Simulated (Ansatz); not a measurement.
Consider BaPdO3 (cubic perovskite) (Pm-3m).

The structure was built from a prototype and need not be the compound's stable phase.

```yaml
crystal:
  lattice:
    - [0.00000, 0.00000, -3.98521]
    - [0.00000, -3.98521, 0.00000]
    - [-3.98521, 0.00000, 0.00000]
  atoms:
    - { symbol: Ba, position: [0.00000, 0.00000, 0.00000] }
    - { symbol: Pd, position: [0.50000, 0.50000, 0.50000] }
    - { symbol: O, position: [0.50000, 0.50000, 0.00000] }
    - { symbol: O, position: [0.50000, 0.00000, 0.50000] }
    - { symbol: O, position: [0.00000, 0.50000, 0.50000] }
```

The structure was relaxed with LDA. The structure type comes from a generator and need not be one that this composition takes. The structure was generated from a model, not taken from a measurement. The runs that relaxed it are not among those shown. The program's search for lower electronic states was switched off, so nothing shows that the state found is the lowest. Spin-orbit coupling is left out unless a run names it. PAW set soft_2, made with PBE.

A constrained-RPA run (Ansatz 0.2.0; non-magnetic LDA; Pd d + anion p, bands v12 to c2, 4×4×4 mesh, medium accuracy) builds 14 functions on bands 12 eV wide, with 24.0 electrons in the window. The bare on-site interaction is 18.6 eV and the bare J 0.72 eV.

Q: Estimate U, U′ and J.

On the Pd d shell, U = 8.13 eV (44 % of the bare value), U′ = 7.01 eV, J = 0.56 eV.

The parent state is non-magnetic and the interaction static (zero frequency); U depends on the window and the orbitals, so it belongs to this model alone. A window that holds the anion p bands defines a model with explicit ligands; its U belongs to that model and is not the U of DFT+U.

[Paths, hosts, dates, memory and timing lines, banners, echoed tables and standing remarks are left out of the program output.]

[Logs are printed without paths, hosts, clocks, repeated set-up lines and the standing remarks that a program may print on its own settings, such as how far it seeks lower states.]

[Runs of the session that timed out or met a known fault of the program may be left out.]

[Hosts, paths, dates, database ids (printed as entryN), source tags and the programs' standing remarks are cut or masked in the printed files.]
